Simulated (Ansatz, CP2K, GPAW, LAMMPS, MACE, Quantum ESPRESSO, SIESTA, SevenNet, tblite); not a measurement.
## Liquid (Cs,Li)Cl at 1400 K (68 atoms) in GPAW

Wanted: GPAW inputs and outputs for liquid (Cs,Li)Cl at 1400 K (68 atoms), checked against a plane-wave reference.

Method: the method is named at each step, in GPAW 26.7.0.

### Step 1. The starting structure

The cell holds 68 atoms: 22 Cs, 12 Li and 34 Cl. Cell: a = 14.507 Å, b = 14.507 Å, c = 14.507 Å, α = 90.0°, β = 90.0°, γ = 90.0°. 68 atoms (22 Cs, 12 Li, 34 Cl) placed at random at 2.29 g/cm³, melted at 1800 K for 10 ps at fixed volume with the Lennard-Jones and Coulomb ion parameters for SPC/E (Joung and Cheatham, J. Phys. Chem. B 112, 9020 (2008)), full charges. Snapshot at the end of a hold of 20 ps at 1400 K and fixed volume.

The yardstick, on the same geometry:

```
method                                           : Kohn-Sham DFT, PBE, PAW, plane waves (Ansatz 0.2.0); cutoff 420 eV, Γ point, fermi-dirac smearing of 0.05 eV; PAW set soft_2
r.m.s. force component                           : 0.5346 eV/Å
longest force                                    : 1.936 eV/Å
pressure                                         : 1.098 GPa
gap (highest filled to lowest empty level) : 2.945 eV
SCF cycles                                       : 8
time                                             : 13 s on 8 threads of Arm Neoverse V2, shared host
CPU time                                         : 1.7 min
```

### Step 2. PBE, LCAO dzp, h 0.2 Å

Method: Kohn-Sham DFT, PBE, PAW, atomic orbitals (dzp).

run.py reads:

```python
import numpy as np
from ase.io import read
from gpaw import GPAW, FermiDirac

atoms = read("structure.xyz")
atoms.calc = GPAW(
    mode="lcao",
    basis="dzp",
    h=0.2,
    xc="PBE",
    kpts={"size": (1, 1, 1), "gamma": True},
    occupations=FermiDirac(0.05),
    maxiter=200,
    symmetry={"point_group": False},
    txt="gpaw.txt",
)
energy = atoms.get_potential_energy(force_consistent=True)
forces = atoms.get_forces()
print(f"energy {energy:.6f} eV")
print("forces (eV/A)")
for i, (a, f) in enumerate(zip(atoms, forces)):
    print(f"{i:4d} {a.symbol:2s} {f[0]:10.5f} {f[1]:10.5f} {f[2]:10.5f}")
print(f"Fermi level {atoms.calc.get_fermi_level():.4f} eV")
for k in range(len(atoms.calc.get_ibz_k_points())):
    for s in range(atoms.calc.get_number_of_spins()):
        e = atoms.calc.get_eigenvalues(kpt=k, spin=s)
        n = np.searchsorted(e, atoms.calc.get_fermi_level())
        print(f"k {k} spin {s} levels about the Fermi level:", np.round(e[max(n - 6, 0):n], 4).tolist(), "|", np.round(e[n:n + 6], 4).tolist())
```

structure.xyz reads:

```xyz
68
Lattice="14.50730 0.00000 0.00000 0.00000 14.50730 0.00000 0.00000 0.00000 14.50730" Properties=species:S:1:pos:R:3 pbc="T T T"
Cs 8.04241 2.53152 1.23820
Cs 5.90549 1.41548 11.51270
Cs 12.38271 9.84639 11.56464
Cs 2.23514 6.96408 12.38387
Cs 3.63205 5.50813 8.00339
Cs 8.72861 7.46995 12.48339
Cs 4.67701 9.76893 9.68261
Cs 0.11910 2.41430 8.12119
Cs 11.82316 3.29736 13.82067
Cs 1.52747 12.69099 11.30931
Cs 11.16366 11.86509 0.87247
Cs 10.85784 7.17371 1.65876
Cs 6.28848 11.75918 13.24952
Cs 9.33081 8.79404 7.59486
Cs 12.65399 12.29116 7.88573
Cs 10.91993 5.69499 6.49782
Cs 5.76390 6.04635 2.20511
Cs 2.05641 7.42629 4.62275
Cs 4.15068 13.46234 7.16356
Cs 2.03595 13.71303 2.10646
Cs 2.46494 3.45970 13.93687
Cs 7.18097 9.81361 3.39543
Li 11.53330 13.78745 11.62920
Li 0.45263 8.54494 8.42149
Li 12.59843 6.06608 10.36822
Li 13.14623 0.38691 14.17523
Li 10.72220 1.70040 3.79206
Li 8.27235 13.66588 9.44889
Li 3.11254 3.35917 4.66569
Li 8.01325 1.87376 6.06057
Li 14.46740 5.66684 2.33727
Li 6.91142 5.24120 7.49128
Li 9.36316 3.87490 9.60456
Li 9.07519 13.29797 6.50304
Cl 4.85197 8.59180 12.37763
Cl 4.15300 1.73348 5.95336
Cl 7.79883 11.33165 6.64492
Cl 11.24664 13.74552 5.40861
Cl 14.37021 6.11410 9.08563
Cl 13.16741 1.13563 11.48717
Cl 8.49925 5.44590 0.56622
Cl 5.12369 4.95105 5.10381
Cl 1.37979 12.80400 8.04473
Cl 0.93964 0.56332 14.32045
Cl 9.54725 13.06905 12.91498
Cl 5.52786 12.84433 10.08489
Cl 2.70909 8.29020 7.41657
Cl 11.40694 1.19134 1.42143
Cl 10.79053 14.08847 9.19763
Cl 6.52277 7.26758 8.74224
Cl 10.18137 6.11758 9.37969
Cl 3.95498 8.59021 2.83212
Cl 3.04117 4.45157 11.18078
Cl 0.26926 5.40469 0.03409
Cl 9.23854 7.78143 4.37119
Cl 11.71827 7.46995 12.95154
[... 8 atom lines left out ...]
Cl 13.28477 12.75163 12.97896
Cl 8.37666 0.98243 3.99255
Cl 2.63017 4.16983 2.44840
Cl 0.64833 9.52956 10.79619
```

Run with:

```bash
OMP_NUM_THREADS=1 python run.py > output.txt
```

The log of the run:

```text
energy -207.517033 eV
forces (eV/A)
   0 Cs   -0.34855   -0.76744   -0.39806
   1 Cs    0.03987    0.20623   -0.18410
   2 Cs   -0.69884    1.41006   -0.55732
   3 Cs   -0.78580    1.18713    0.37259
   4 Cs   -0.21134   -0.75274    0.24369
   5 Cs   -1.00202   -0.15758   -0.23043
   6 Cs   -0.31940    0.15021   -1.02175
   7 Cs    0.05105   -0.10687    0.33403
   8 Cs    0.61900    1.10952   -0.61145
   9 Cs    0.23443    0.21030    0.04798
  10 Cs   -0.13684   -0.09490    0.43064
  11 Cs    0.45961    0.05114    0.09120
  12 Cs    0.69692   -1.53721   -0.33132
  13 Cs   -0.07887    0.16465   -0.03190
  14 Cs    1.06107   -0.47047   -0.67553
  15 Cs    1.53657    0.64680   -1.26501
  16 Cs   -0.26998    0.06370   -0.09323
  17 Cs   -0.92435   -0.73281    0.14306
  18 Cs    0.91602   -0.36474   -0.30305
  19 Cs    0.69934   -0.44806    0.87955
  20 Cs    0.34265   -1.08158    0.35468
  21 Cs   -0.93447    0.55536    0.69854
  22 Li   -0.08493    0.33697   -0.15211
  23 Li   -0.03656   -0.14234    0.32421
[...]
60 Cl    0.23583    0.38418   -0.91480
  61 Cl   -0.83343   -0.12955   -0.85974
  62 Cl    0.10365   -0.32319   -0.20839
  63 Cl    0.07890    0.21550   -0.41164
  64 Cl   -0.46745   -0.30639    0.47151
  65 Cl    0.51485    0.27464    0.30600
  66 Cl    0.03344   -0.00360    0.55419
  67 Cl    1.28987   -0.10020   -0.41055
Fermi level 1.1644 eV
k 0 spin 0 levels about the Fermi level: [-0.4016, -0.3466, -0.3121, -0.2876, -0.1008, -0.0183] | [2.8458, 3.5099, 3.8335, 3.9402, 4.1058, 4.247]
```

gpaw.txt:

```text
Input parameters:
  mode=LCAO(),
  basis={'default': 'dzp'},
  h=0.2,
  kpts=MonkhorstPack(size=(1, 1, 1), gamma=True),
  maxiter=200,
  occupations=Occupations(name='fermi-dirac', width=0.05, fixmagmom=False),
  symmetry=Symmetry(point_group=False),
  xc=XC(name='PBE')
Unit cell  # Å
| periodic |         x |         y |         z |   lengths |    angles |
|----------|-----------|-----------|-----------|-----------|-----------|
|      yes | 14.507300 |  0.000000 |  0.000000 | 14.507300 | 90.000000 |
|      yes |  0.000000 | 14.507300 |  0.000000 | 14.507300 | 90.000000 |
|      yes |  0.000000 |  0.000000 | 14.507300 | 14.507300 | 90.000000 |
Number of symmetries: 1
Symmetry operations  # r_c * U_cc + t_c -> r_c
|   | kind |            matrix            |
|---|------|------------------------------|
| 0 |  E   |  1, 0, 0,  0, 1, 0,  0, 0, 1 |
BZ-sampling:
  Number of BZ points: 1
  Number of IBZ points: 1
  Monkhorst-Pack size: [1, 1, 1]
  Monkhorst-Pack shift: [0, 0, 0]
[... lines left out ...]
Reference energy: -5088903.415987  # eV
eigensolver:
density mixing:
  MSR1-Mixer
occupation numbers:
  Fermi-Dirac:
    width: 0.0500  # eV
FastPoissonSolver using
    Stencil: 6*3+1=19 point O(h^6) finite-difference Laplacian
xc functional:
  name: PBE with 2 nearest neighbor stencil
interpolation: tri-quintic # 5. degree polynomial
Initialization done in: 11.949 s
convergence criteria:
- Maximum [total energy] change in last 3 cyles: 0.0005 eV / valence electron
- Maximum integral of absolute [dens]ity change: 0.0001 electrons / valence electron
- Maximum integral of absolute [eigenst]ate change: 4e-08 eV^2 / valence electron
maximum number of iterations: 200
SCF iterations
|iter     |      energy | eigst |  dens |
|---------|-------------|-------|-------|
|iter:   1| -217.611746 |      c|       |
|iter:   2| -215.525181 |      c| -1.17 |
|iter:   3| -207.399444 |      c| -1.21 |
|iter:   4| -207.488567 |      c| -1.61 |
|iter:   5| -207.517119c|      c| -2.06 |
|iter:   6| -207.517031c|      c| -2.87 |
|iter:   7| -207.517030c|      c| -3.43 |
|iter:   8| -207.517033c|      c| -3.92 |
|iter:   9| -207.517033c|      c| -4.56c|
Converged in 9 steps
SCF loop duration: 339.977 s (37.775 s/step)
Energy contributions relative to reference atoms: (reference = -5088903.415987)
Energy contributions:
  Kinetic:         410.374167
  Coulomb:        -379.036312
  Zero:              5.002299
  External:          0.000000
  Xc:             -243.857187
  Entropy:          -0.000000
  Spinorbit:         0.000000
  ----------------------------
  Free energy:    -207.517033
  Extrapolated:   -207.517033
dipole moment: (-73.667241, 49.312203, 42.138994)  # |e|*Ang
Fermi level: 1.164
Eigenvalues  # (at kpt = [0.000, 0.000, 0.000])
| band index |      eig [eV] | occ [0-2] |
|------------|---------------|-----------|
|          0 |       -21.310 |     2.000 |
|        ... |               |           |
|        216 |        -0.446 |     2.000 |
|        217 |        -0.433 |     2.000 |
[...]
|        231 |         4.443 |     0.000 |
|        ... |               |           |
|        272 |         6.065 |     0.000 |
Gap: 2.864 eV
Transition (v -> c):
  (s=0, k=0, n=223, [0.00, 0.00, 0.00]) -> (s=0, k=0, n=224, [0.00, 0.00, 0.00])
No difference between direct/indirect transitions
Force computation time: 89.169  # s
timing:  # [seconds]
  Total:  441.118  # ━━━━━━━━━━━━━━━━━━━━━━━━━━━━━━━━━━━━━━━━━━━━━━━━━━━━━━━━
  Init:    11.948  # ━╸
  SCF:    339.977  # ━━━━━━━━━━━━━━━━━━━━━━━━━━━━━━━━━━━━━━━━━━━
  Forces:  89.169  # ━━━━━━━━━━━╸
```

Elapsed: 7.4 min, on 1 thread of Arm Neoverse V2, shared host; peak memory 2.9 GiB.

Banners, paths, timers and routine set-up lines are dropped from the logs unmarked, and long logs keep their key lines alone; longer cuts are marked.

Compared with the plane-wave run:

```yaml
r_m_s_force_component: 0.5768 eV/Å
r_m_s_difference_of_force_components: 59.75 meV/Å
longest_difference_of_force_vectors: 182.6 meV/Å
force_difference_over_r_m_s_force: 11.18 %
slope_of_forces_against_the_reference_s: 1.076
correlation_of_force_components: 0.9971
spacing_of_highest_filled_and_lowest_empty_level: 2.864 eV
gap_difference: -0.0806 eV
```

Length of the force difference by element (eV/Å):

```csv
element,atoms,mean,most
Cl,34,0.089,0.18
Cs,22,0.11,0.18
Li,12,0.070,0.18
```

Levels nearest the highest filled one (eV from it): -0.38, -0.33, -0.29, -0.27, -0.08, 0.00, 2.86, 3.53, 3.85, 3.96, 4.12, 4.27.

A closer look about Cs14, picked at random: 9 atoms, nearest first, numbered in the order of the input, with positions taken from that point.

```csv
atom,x,y,z,distance (Å),bonds,Fx,Fy,Fz (eV/Å)
Cs14,0.00,0.00,0.00,0.00,5,-0.08,0.16,-0.03
Cl37,-1.53,2.54,-0.95,3.11,3,-0.04,0.65,-0.06
Cl51,0.85,-2.68,1.78,3.33,5,0.26,-0.28,1.01
Cl57,3.25,0.40,0.64,3.34,4,-0.03,-0.49,-0.09
Cl55,-0.09,-1.01,-3.22,3.38,4,0.18,-0.55,0.56
Cl50,-2.81,-1.53,1.15,3.40,4,0.35,-0.74,-0.29
Cs16,1.59,-3.10,-1.10,3.65,3,1.54,0.65,-1.27
Li32,-2.42,-3.55,-0.10,4.30,2,-0.14,0.41,-0.44
Li34,-0.26,4.50,-1.09,4.64,3,0.09,0.11,-0.21
```

Atoms are counted from 1 here, from 0 in the log.

Forces lie 11 % from the reference's, at 4.4 times its CPU time (on 1 against 8 cores).

### Step 3. LDA, LCAO dzp, h 0.2 Å

Method: Kohn-Sham DFT, LDA, PAW, atomic orbitals (dzp).

run.py, as its differences from that of step 2:

```diff
@@ -9,3 +9,3 @@
     h=0.2,
-    xc="PBE",
+    xc="LDA",
     kpts={"size": (1, 1, 1), "gamma": True},
```

structure.xyz is that of step 2.

The log of the run:

```text
energy -225.926107 eV
forces (eV/A)
   0 Cs   -0.18949   -0.66437   -0.32684
   1 Cs    0.03508    0.01933   -0.12749
   2 Cs   -0.49463    1.25835   -0.55343
   3 Cs   -0.69699    1.04379    0.26429
   4 Cs   -0.25127   -0.56753    0.14524
   5 Cs   -0.78329   -0.24191   -0.06790
   6 Cs   -0.29303    0.04863   -0.90261
   7 Cs    0.10425    0.02936    0.28215
   8 Cs    0.49267    0.95258   -0.62417
   9 Cs    0.04050    0.12337   -0.03631
  10 Cs   -0.22875   -0.02568    0.15141
  11 Cs    0.29096    0.12262    0.05696
[...]
63 Cl    0.08154    0.13118   -0.39658
  64 Cl   -0.48174   -0.23620    0.38743
  65 Cl    0.59811    0.36828    0.27779
  66 Cl    0.05118    0.07656    0.47971
  67 Cl    1.13093   -0.07792   -0.38777
Fermi level 0.9339 eV
k 0 spin 0 levels about the Fermi level: [-0.6678, -0.607, -0.5736, -0.5474, -0.3613, -0.2784] | [2.4739, 3.12, 3.4323, 3.5425, 3.6611, 3.8065]
```

gpaw.txt:

```text
Input parameters:
  mode=LCAO(),
  basis={'default': 'dzp'},
  h=0.2,
  kpts=MonkhorstPack(size=(1, 1, 1), gamma=True),
  maxiter=200,
  occupations=Occupations(name='fermi-dirac', width=0.05, fixmagmom=False),
  symmetry=Symmetry(point_group=False),
  xc=XC(name='LDA')
Unit cell  # Å
[... lines left out ...]
  Fermi-Dirac:
[... lines left out ...]
convergence criteria:
- Maximum [total energy] change in last 3 cyles: 0.0005 eV / valence electron
[... lines left out ...]
Converged in 9 steps
[... lines left out ...]
  Free energy:    -225.926107
[... lines left out ...]
Fermi level: 0.934
[... lines left out ...]
|          0 |       -21.617 |     2.000 |
|        ... |               |           |
|        216 |        -0.706 |     2.000 |
|        217 |        -0.692 |     2.000 |
[...]
|        231 |         4.013 |     0.000 |
|        ... |               |           |
|        272 |         5.607 |     0.000 |
Gap: 2.752 eV
Transition (v -> c):
  (s=0, k=0, n=223, [0.00, 0.00, 0.00]) -> (s=0, k=0, n=224, [0.00, 0.00, 0.00])
No difference between direct/indirect transitions
Force computation time: 90.279  # s
timing:  # [seconds]
  Total:  432.204  # ━━━━━━━━━━━━━━━━━━━━━━━━━━━━━━━━━━━━━━━━━━━━━━━━━━━━━━━━
  Init:    10.022  # ━╸
  SCF:    331.881  # ━━━━━━━━━━━━━━━━━━━━━━━━━━━━━━━━━━━━━━━━━━━
  Forces:  90.279  # ━━━━━━━━━━━╸
```

The job ended after 7.2 min (1 thread; peak memory 2.9 GiB).

Compared with the plane-wave run:

| Item | Value |
| --- | --- |
| r.m.s. force component | 0.5036 eV/Å |
| r.m.s. difference of force components | 81.7 meV/Å |
| longest difference of force vectors | 258.7 meV/Å |
| force difference over r.m.s. force | 15.28 % |
| slope of forces against the reference's | 0.932 |
| correlation of force components | 0.9894 |
| gap (highest filled to lowest empty level) | 2.752 eV |
| gap difference | -0.1924 eV |

Against the first run (11 %), the force difference from the reference is 15 %, at 0.98 times the CPU time; the model has changed, so this is no error of the program alone.

### Step 4. PBE, LCAO dzp, h 0.2 Å, other mixer settings

Method: Kohn-Sham DFT, PBE, PAW, atomic orbitals (dzp).

run.py, as its differences from that of step 3:

```diff
@@ -2,3 +2,3 @@
 from ase.io import read
-from gpaw import GPAW, FermiDirac
+from gpaw import GPAW, FermiDirac, Mixer
 
@@ -9,5 +9,6 @@
     h=0.2,
-    xc="LDA",
+    xc="PBE",
     kpts={"size": (1, 1, 1), "gamma": True},
     occupations=FermiDirac(0.05),
+    mixer=Mixer(0.1, 5, 50),
     maxiter=200,
```

structure.xyz is that of step 3.

The log of the run:

```text
energy -207.517033 eV
forces (eV/A)
   0 Cs   -0.35019   -0.76666   -0.39498
   1 Cs    0.04003    0.21161   -0.18548
   2 Cs   -0.69876    1.41073   -0.55633
   3 Cs   -0.78721    1.18964    0.37067
   4 Cs   -0.21147   -0.75006    0.24139
   5 Cs   -1.00405   -0.15501   -0.23191
[...]
65 Cl    0.51423    0.27529    0.31097
  66 Cl    0.03343   -0.00292    0.55809
  67 Cl    1.29650   -0.10590   -0.41539
Fermi level 1.2144 eV
k 0 spin 0 levels about the Fermi level: [-0.4017, -0.3466, -0.3122, -0.2876, -0.1012, -0.0183] | [2.8455, 3.5097, 3.8332, 3.9401, 4.1054, 4.2466]
```

gpaw.txt:

```text
Input parameters:
  mode=LCAO(),
  basis={'default': 'dzp'},
  h=0.2,
  kpts=MonkhorstPack(size=(1, 1, 1), gamma=True),
  maxiter=200,
[... lines left out ...]
  occupations=Occupations(name='fermi-dirac', width=0.05, fixmagmom=False),
[... lines left out ...]
  Fermi-Dirac:
[... lines left out ...]
convergence criteria:
- Maximum [total energy] change in last 3 cyles: 0.0005 eV / valence electron
[... lines left out ...]
Converged in 11 steps
[... lines left out ...]
  Free energy:    -207.517033
[... lines left out ...]
Fermi level: 1.214
[... lines left out ...]
|        ... |               |           |
|        272 |         6.065 |     0.000 |
Gap: 2.864 eV
Transition (v -> c):
  (s=0, k=0, n=223, [0.00, 0.00, 0.00]) -> (s=0, k=0, n=224, [0.00, 0.00, 0.00])
No difference between direct/indirect transitions
Force computation time: 91.293  # s
timing:  # [seconds]
  Total:  519.099  # ━━━━━━━━━━━━━━━━━━━━━━━━━━━━━━━━━━━━━━━━━━━━━━━━━━━━━━━━
  Init:    12.029  # ━╸
  SCF:    415.753  # ━━━━━━━━━━━━━━━━━━━━━━━━━━━━━━━━━━━━━━━━━━━━━
  Forces:  91.294  # ━━━━━━━━━━
```

It took 8.7 min on 1 thread; peak memory 2.6 GiB.

Numbers from this run, and their distance from the reference:

| Quantity | Value |
| --- | --- |
| r.m.s. force component | 0.5777 eV/Å |
| r.m.s. difference of force components | 60.14 meV/Å |
| longest difference of force vectors | 186.1 meV/Å |
| force difference over r.m.s. force | 11.25 % |
| slope of forces against the reference's | 1.078 |
| correlation of force components | 0.9971 |
| gap (highest filled to lowest empty level) | 2.864 eV |
| gap difference | -0.0809 eV |
| energy less the same-level run's | 0 meV/atom |
| r.m.s. force difference from the same-level run | 2.94 meV/Å |

Against the first run (11 %), the force difference from the reference is 11 %, at 1.2 times the CPU time: another solver or mixer reaches the same state.

### Step 5. The ladder

Differences are against the plane-wave reference, forces as r.m.s. over components; share is that over the reference's r.m.s. force, slope the least-squares factor from reference forces to these. Total energies of different programs have different zeros and aren't compared.

```csv
run,"Δ force, r.m.s. (meV/Å)",share (%),slope,Δ gap (eV),cores,CPU time,memory (GiB)
reference,-,-,-,-,8,1.7 min,3.1
"GPAW PBE, LCAO dzp, h 0.2 Å",59.8,11.2,1.076,-0.0806,1,7.4 min,2.9
"GPAW LDA, LCAO dzp, h 0.2 Å",81.7,15.3,0.932,-0.192,1,7.2 min,2.9
"GPAW PBE, LCAO dzp, h 0.2 Å, other mixer settings",60.1,11.2,1.078,-0.0809,1,8.7 min,2.6
```

CPU time is summed over cores on a shared host, where runs went side by side, so it is rough. Symmetry, cutoffs, thresholds, outputs and thread counts weren't matched or tuned between programs; memory under MPI is the largest rank's times the ranks.

Within one program, basis, potentials and functional, energies share a zero. Each run against its twin at the usual cutoff or grid and solver:

```csv
run,twin,Δ energy (meV/atom),"Δ force, r.m.s. (meV/Å)",CPU time over the twin's
"GPAW PBE, LCAO dzp, h 0.2 Å, other mixer settings","LCAO dzp, h 0.2 Å",0,2.94,1.2
```

### Step 6. Outcome

| Item | Value |
| --- | --- |
| nearest in forces | a tie at 11 % of 2 runs: GPAW PBE, LCAO dzp, h 0.2 Å; GPAW PBE, LCAO dzp, h 0.2 Å, other mixer settings |

**Reading.** The PBE runs in local orbitals differ by 11 % in each run; basis, grid and potentials can all enter. Rows with another functional or a dispersion term differ by 15 % (GPAW LDA, LCAO dzp, h 0.2 Å), which mixes the change of model with differences of basis and potentials. None of the electronic-structure runs in the table takes under half the reference's CPU time of 1.7 min; they take 4.3 to 5.2 times as much. At the same functional, the gap of these runs lies 0.08 eV below the reference's 2.94 eV. The potentials hold different valence shells: 472 electrons in the reference, 448 in GPAW; this bears on time and differences. The frame stands for 1400 K, but pressures are static and levels are smeared at 580 K. The network of bonds at the start is that of the classical potential that made the cell, and needn't be the one that DFT or experiment would give. The ion parameters were fitted for water, not for melts, so the starting structure of this cell may lie well off the real melt's. The electronic-structure runs sample only Γ, in a cell whose shortest periodic width is 15 Å. Spin–orbit coupling is left out, which matters for the levels of the heavy elements.

[Also dropped from logs without a mark: logging warnings of Python, and SIESTA's first energy breakdown and zero terms.]

[Logs are printed without paths, hosts, clocks, repeated set-up lines and the standing remarks that a program may print on its own settings, such as how far it seeks lower states.]

[Hosts, paths, dates, database ids (printed as entryN), source tags and the programs' standing remarks are cut or masked in the printed files.]
